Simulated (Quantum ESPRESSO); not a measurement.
**K (Im-3m): a volume series of phonon spectra**

Aim: how the vibrations of K shift with volume, and the expansion that follows.

Experimental results on record:
- heat capacity C_P per formula unit 29.4 J/mol/K near room temperature (given in “High-Throughput Prediction of Finite-Temperature Properties using the Quasi-Harmonic Approximation”, 2016, arXiv:1603.06924)

Calculated with Quantum ESPRESSO 7.5; DFT PBEsol, scalar-relativistic, plane waves, PseudoDojo norm-conserving pseudopotentials.

The database entry behind the starting cell lists a temperature near 5 K, so it need not match the best structure at ambient conditions.

## (1) Starting point

Symmetry: Im-3m, No. 229, cubic system. The conventional cell has a = 5.225 Å, b = 5.225 Å, c = 5.225 Å, α = 90.00°, β = 90.00°, γ = 90.00°. Nearest to K lie 8 K at 4.52 Å.

## (2) A first coarse run

Before spending time, one coarse run tells the gap and the pressure of the starting cell.

probe.in

```
&CONTROL
  calculation = 'scf'
  prefix      = 'x'
  outdir      = './tmp'
  pseudo_dir  = './pseudo'
  tprnfor     = .true.
  tstress     = .true.
  verbosity   = 'high'
/
&SYSTEM
  ibrav       = 0
  nat         = 1
  ntyp        = 1
  ecutwfc     = 74.0
  occupations = 'smearing'
  smearing    = 'gaussian'
  degauss     = 0.01
/
&ELECTRONS
  conv_thr         = 1.0d-07
  mixing_beta      = 0.7
  electron_maxstep = 100
/
ATOMIC_SPECIES
 K      39.0983  K.upf
CELL_PARAMETERS angstrom
    -2.612500000    2.612500000    2.612500000
     2.612500000   -2.612500000    2.612500000
     2.612500000    2.612500000   -2.612500000
ATOMIC_POSITIONS crystal
 K      0.000000000   0.000000000   0.000000000
K_POINTS automatic
 6 6 6 0 0 0
```

Run with:

```console
$ OMP_NUM_THREADS=1 mpirun -n 8 pw.x -nk 8 -in probe.in > probe.out
```

What it wrote:

```text
Program PWSCF v.7.5

     This program is part of the open-source Quantum ESPRESSO suite
     for quantum simulation of materials; please cite
         "P. Giannozzi et al., J. Phys.:Condens. Matter 21 395502 (2009);
         "P. Giannozzi et al., J. Phys.:Condens. Matter 29 465901 (2017);
         "P. Giannozzi et al., J. Chem. Phys. 152 154105 (2020);
     in publications or presentations arising from this work. More details at

     Message from routine setup:
     using ibrav=0 with symmetry is DISCOURAGED, use correct ibrav instead

     G-vector sticks info
     --------------------
     sticks:   dense  smooth     PW     G-vecs:    dense   smooth      PW
     Sum        1625    1625    523                41379    41379    7419

     Using Slab Decomposition

     bravais-lattice index     =            0
     lattice parameter (alat)  =       8.5510  a.u.
     unit-cell volume          =     481.3107 (a.u.)^3
     number of atoms/cell      =            1
     number of atomic types    =            1
     number of electrons       =         9.00
     number of Kohn-Sham states=            9
     kinetic-energy cutoff     =      74.0000  Ry
     charge density cutoff     =     296.0000  Ry
     scf convergence threshold =      1.0E-07
     mixing beta               =       0.7000
     number of iterations used =            8  plain     mixing
     Exchange-correlation= PBESOL
                           (   1   4  10   8   0   0   0)

     celldm(1)=   8.550978  celldm(2)=   0.000000  celldm(3)=   0.000000
     celldm(4)=   0.000000  celldm(5)=   0.000000  celldm(6)=   0.000000

     crystal axes: (cart. coord. in units of alat)
               a(1) = (  -0.577350   0.577350   0.577350 )
               a(2) = (   0.577350  -0.577350   0.577350 )
               a(3) = (   0.577350   0.577350  -0.577350 )

     reciprocal axes: (cart. coord. in units 2 pi/alat)
               b(1) = ( -0.000000  0.866025  0.866025 )
               b(2) = (  0.866025 -0.000000  0.866025 )
               b(3) = (  0.866025  0.866025  0.000000 )

     PseudoPot. # 1 for K  read from file:
     ./pseudo/K.upf
     Pseudo is Norm-conserving + core correction, Zval =  9.0
     Using radial grid of 2250 points,  6 beta functions with:
                l(1) =   0
                l(2) =   0
                l(3) =   1
                l(4) =   1
                l(5) =   2
                l(6) =   2

     atomic species   valence    mass     pseudopotential
     K                 9.00    39.09830     K ( 1.00)

     48 Sym. Ops., with inversion, found

                                    s                        frac. trans.

      isym =  1     identity

 cryst.   s( 1) = (     1          0          0      )
                  (     0          1          0      )
                  (     0          0          1      )

 cart.    s( 1) = (  1.0000000  0.0000000  0.0000000 )
                  (  0.0000000  1.0000000 -0.0000000 )
                  ( -0.0000000 -0.0000000  1.0000000 )

      isym =  2     180 deg rotation - cart. axis [0,0,1]

 cryst.   s( 2) = (     0          1          0      )
                  (     1          0          0      )
                  (    -1         -1         -1      )

 cart.    s( 2) = ( -1.0000000 -0.0000000  0.0000000 )
                  ( -0.0000000 -1.0000000 -0.0000000 )
                  (  0.0000000  0.0000000  1.0000000 )

      isym =  3     180 deg rotation - cart. axis [0,1,0]

 cryst.   s( 3) = (     0          0          1      )
                  (    -1         -1         -1      )
                  (     1          0          0      )

 cart.    s( 3) = ( -1.0000000  0.0000000 -0.0000000 )
                  ( -0.0000000  1.0000000  0.0000000 )
                  (  0.0000000 -0.0000000 -1.0000000 )

      isym =  4     180 deg rotation - cart. axis [1,0,0]

 cryst.   s( 4) = (    -1         -1         -1      )
                  (     0          0          1      )
                  (     0          1          0      )

 cart.    s( 4) = (  1.0000000 -0.0000000 -0.0000000 )
                  (  0.0000000 -1.0000000  0.0000000 )
                  ( -0.0000000  0.0000000 -1.0000000 )

      isym =  5     180 deg rotation - cart. axis [1,1,0]

 cryst.   s( 5) = (    -1          0          0      )
[...]
cart.    s( 5) = (  0.0000000  1.0000000 -0.0000000 )
[...]
isym =  6     180 deg rotation - cart. axis [1,-1,0]

 cryst.   s( 6) = (     0         -1          0      )
[...]
cart.    s( 6) = ( -0.0000000 -1.0000000 -0.0000000 )
[...]
isym =  7      90 deg rotation - cart. axis [0,0,-1]

 cryst.   s( 7) = (     1          1          1      )
[...]
cart.    s( 7) = ( -0.0000000  1.0000000  0.0000000 )
[...]
isym =  8      90 deg rotation - cart. axis [0,0,1]

 cryst.   s( 8) = (     0          0         -1      )
[...]
cart.    s( 8) = (  0.0000000 -1.0000000  0.0000000 )
[...]
isym =  9     180 deg rotation - cart. axis [1,0,1]

 cryst.   s( 9) = (    -1          0          0      )
[...]
cart.    s( 9) = (  0.0000000 -0.0000000  1.0000000 )
[...]
isym = 10     180 deg rotation - cart. axis [-1,0,1]

 cryst.   s(10) = (     0          0         -1      )
[...]
cart.    s(10) = (  0.0000000 -0.0000000 -1.0000000 )
[...]
isym = 11      90 deg rotation - cart. axis [0,1,0]

 cryst.   s(11) = (     1          1          1      )
[...]
cart.    s(11) = ( -0.0000000  0.0000000  1.0000000 )
[...]
isym = 12      90 deg rotation - cart. axis [0,-1,0]

 cryst.   s(12) = (     0         -1          0      )
[...]
cart.    s(12) = (  0.0000000  0.0000000 -1.0000000 )
[...]
isym = 13     180 deg rotation - cart. axis [0,1,1]

 cryst.   s(13) = (     1          1          1      )
[...]
cart.    s(13) = ( -1.0000000  0.0000000  0.0000000 )
[...]
isym = 14     180 deg rotation - cart. axis [0,1,-1]

 cryst.   s(14) = (    -1          0          0      )
[...]
cart.    s(14) = ( -1.0000000  0.0000000 -0.0000000 )
[...]
isym = 15      90 deg rotation - cart. axis [-1,0,0]

 cryst.   s(15) = (     0         -1          0      )
[...]
cart.    s(15) = (  1.0000000 -0.0000000  0.0000000 )
[...]
------------------
     ethr =  7.02E-08,  avg # of iterations =  1.7

     End of self-consistent calculation

          k = 0.0000 0.0000 0.0000 (  5233 PWs)   bands (ev):

   -30.0963 -13.6052 -13.6052 -13.6052  -0.3231   6.1960   6.1960   6.1960
     7.1237

     occupation numbers
     1.0000   1.0000   1.0000   1.0000   1.0000   0.0000   0.0000   0.0000
     0.0000

          k = 0.1443 0.1443 0.0000 (  5203 PWs)   bands (ev):

   -30.0951 -13.6246 -13.6116 -13.6051   0.0272   5.5644   5.8135   6.4768
     6.8753

     occupation numbers
     1.0000   1.0000   1.0000   1.0000   1.0000   0.0000   0.0000   0.0000
     0.0000

          k = 0.2887 0.2887 0.0000 (  5163 PWs)   bands (ev):

   -30.0927 -13.6628 -13.6244 -13.6051   1.0120   4.0502   5.2674   6.9713
     7.1894

     occupation numbers
     1.0000   1.0000   1.0000   1.0000   1.0000   0.0000   0.0000   0.0000
     0.0000

          k =-0.4330-0.4330 0.0000 (  5164 PWs)   bands (ev):

   -30.0915 -13.6816 -13.6308 -13.6051   2.3219   2.5786   5.0523   6.8071
     7.9120

     occupation numbers
     1.0000   1.0000   1.0000   1.0000   0.0000   0.0000   0.0000   0.0000
     0.0000

          k = 0.2887 0.1443 0.1443 (  5165 PWs)   bands (ev):

   -30.0933 -13.6505 -13.6196 -13.6096   0.6964   4.7256   5.1193   6.7553
     6.8652

     occupation numbers
     1.0000   1.0000   1.0000   1.0000   1.0000   0.0000   0.0000   0.0000
     0.0000

          k = 0.4330 0.2887 0.1443 (  5181 PWs)   bands (ev):

   -30.0915 -13.6719 -13.6346 -13.6111   1.9098   3.3988   4.6196   6.6076
     7.2643

     occupation numbers
     1.0000   1.0000   1.0000   1.0000   0.4377   0.0000   0.0000   0.0000
     0.0000

          k = 0.5774 0.2887 0.2887 (  5156 PWs)   bands (ev):

   -30.0909 -13.6578 -13.6578 -13.6148   3.0879   3.0879   3.5062   6.5174
     7.2815

     occupation numbers
     1.0000   1.0000   1.0000   1.0000   0.0000   0.0000   0.0000   0.0000
     0.0000

          k = 0.2887 0.2887 0.2887 (  5201 PWs)   bands (ev):

   -30.0919 -13.6654 -13.6222 -13.6222   1.6291   4.1558   4.1558   6.3240
     7.4991

     occupation numbers
     1.0000   1.0000   1.0000   1.0000   0.9971   0.0000   0.0000   0.0000
     0.0000

          k = 0.4330 0.4330 0.2887 (  5150 PWs)   bands (ev):

[...]
occupation numbers
[...]
k = 0.0000 0.0000 0.2887 (  5153 PWs)   bands (ev):

[...]
occupation numbers
[...]
k =-0.0000-0.1443 0.4330 (  5180 PWs)   bands (ev):

[...]
occupation numbers
[...]
k =-0.8660-0.2887-0.2887 (  5178 PWs)   bands (ev):

[...]
occupation numbers
[...]
k =-0.7217-0.1443-0.2887 (  5184 PWs)   bands (ev):

   -30.0900 -13.6668 -13.6498 -13.6249   2.4453   3.5858   4.3295   6.1650
     6.6526

     occupation numbers
     1.0000   1.0000   1.0000   1.0000   0.0000   0.0000   0.0000   0.0000
     0.0000

          k =-0.0000-0.0000 0.5774 (  5198 PWs)   bands (ev):

   -30.0896 -13.6555 -13.6458 -13.6458   2.1715   4.0897   5.3475   5.3475
     5.9881

     occupation numbers
     1.0000   1.0000   1.0000   1.0000   0.0020   0.0000   0.0000   0.0000
     0.0000

          k =-0.8660-0.1443-0.1443 (  5178 PWs)   bands (ev):

   -30.0886 -13.6656 -13.6529 -13.6466   3.1683   3.3930   4.9455   5.3333
     6.1208

     occupation numbers
     1.0000   1.0000   1.0000   1.0000   0.0000   0.0000   0.0000   0.0000
     0.0000

          k =-0.8660-0.8660-0.8660 (  5162 PWs)   bands (ev):

   -30.0877 -13.6602 -13.6602 -13.6602   3.5406   3.5406   5.4229   5.4229
     5.4229

     occupation numbers
     1.0000   1.0000   1.0000   1.0000   0.0000   0.0000   0.0000   0.0000
     0.0000

     the Fermi energy is     1.8947 ev

!    total energy              =     -59.99286374 Ry
     estimated scf accuracy    <       0.00000005 Ry
     smearing contrib. (-TS)   =      -0.00124558 Ry
     internal energy E=F+TS    =     -59.99161816 Ry

     The total energy is F=E-TS. E is the sum of the following terms:
     one-electron contribution =     -36.40769111 Ry
     hartree contribution      =      18.84396739 Ry
     xc contribution           =     -12.57339646 Ry
     ewald contribution        =     -29.85449798 Ry

     convergence has been achieved in   4 iterations

     Forces acting on atoms (cartesian axes, Ry/au):

     atom    1 type  1   force =     0.00000000    0.00000000    0.00000000
     The non-local contrib.  to forces
     atom    1 type  1   force =    -0.00000000   -0.00000000   -0.00000000
     The ionic contribution  to forces
     atom    1 type  1   force =    -0.00000000   -0.00000000   -0.00000000
     The local contribution  to forces
     atom    1 type  1   force =    -0.00000000    0.00000000   -0.00000000
     The core correction contribution to forces
     atom    1 type  1   force =     0.00000000    0.00000000   -0.00000000
     The Hubbard contrib.    to forces
     atom    1 type  1   force =     0.00000000    0.00000000    0.00000000
     The SCF correction term to forces
     atom    1 type  1   force =     0.00000000   -0.00000000   -0.00000000

     Total force =     0.000000     Total SCF correction =     0.000000

     Computing stress (Cartesian axis) and pressure

          total   stress  (Ry/bohr**3)                   (kbar)     P=       -0.04
  -0.00000029  -0.00000000  -0.00000000           -0.04       -0.00       -0.00
  -0.00000000  -0.00000029  -0.00000000           -0.00       -0.04       -0.00
  -0.00000000  -0.00000000  -0.00000029           -0.00       -0.00       -0.04

     kinetic stress (kbar)   4162.46      0.00      0.00
                               -0.00   4162.46     -0.00
                               -0.00     -0.00   4162.46

     local   stress (kbar)  -5350.45      0.00      0.00
                                0.00  -5350.45      0.00
                                0.00      0.00  -5350.45

     nonloc. stress (kbar)   3357.66     -0.00     -0.00
                               -0.00   3357.66     -0.00
                               -0.00     -0.00   3357.66

     hartree stress (kbar)   1919.79      0.00      0.00
                                0.00   1919.79     -0.00
                                0.00     -0.00   1919.79

     exc-cor stress (kbar)    260.86      0.00     -0.00
                                0.00    260.86      0.00
                               -0.00      0.00    260.86

     corecor stress (kbar)  -1308.84      0.00      0.00
                                0.00  -1308.84      0.00
                                0.00      0.00  -1308.84

     ewald   stress (kbar)  -3041.52     -0.00      0.00
                               -0.00  -3041.52      0.00
                                0.00      0.00  -3041.52

     hubbard stress (kbar)      0.00      0.00      0.00
                                0.00      0.00      0.00
                                0.00      0.00      0.00

     DFT-D   stress (kbar)      0.00      0.00      0.00
[...]
XDM     stress (kbar)      0.00      0.00      0.00
[...]
dft-nl  stress (kbar)      0.00      0.00      0.00
                                0.00      0.00      0.00
                                0.00      0.00      0.00

     TS-vdW  stress (kbar)      0.00      0.00      0.00
                                0.00      0.00      0.00
                                0.00      0.00      0.00

     MDB     stress (kbar)      0.00      0.00      0.00
                                0.00      0.00      0.00
                                0.00      0.00      0.00

     3D-RISM stress (kbar)      0.00      0.00      0.00
                                0.00      0.00      0.00
                                0.00      0.00      0.00

     Writing all to output data dir ./tmp/x.save/ :
     XML data file, charge density, pseudopotentials, collected wavefunctions

   JOB DONE.
```

Wall time 2.4 s (8 MPI ranks of Arm Neoverse V1, shared host); 18 s of CPU time.

Numbers from this step:

```
volume per atom   : 71.32 Å³
pressure          : -0.004 GPa
gap on the k-mesh : 0 eV
```

The start is under -0.004 GPa at this level and looks like a metal on this mesh.

[end of part 1 of 6]

[Logs are printed without paths, hosts, clocks, repeated set-up lines and the standing remarks that a program may print on its own settings, such as how far it seeks lower states.]

[Hosts, paths, dates, database ids (printed as entryN), source tags and the programs' standing remarks are cut or masked in the printed files.]

[A step with changed settings may run another functional than the one named; its input shows which.]

[Of the runs on displaced cells, only some may be shown.]
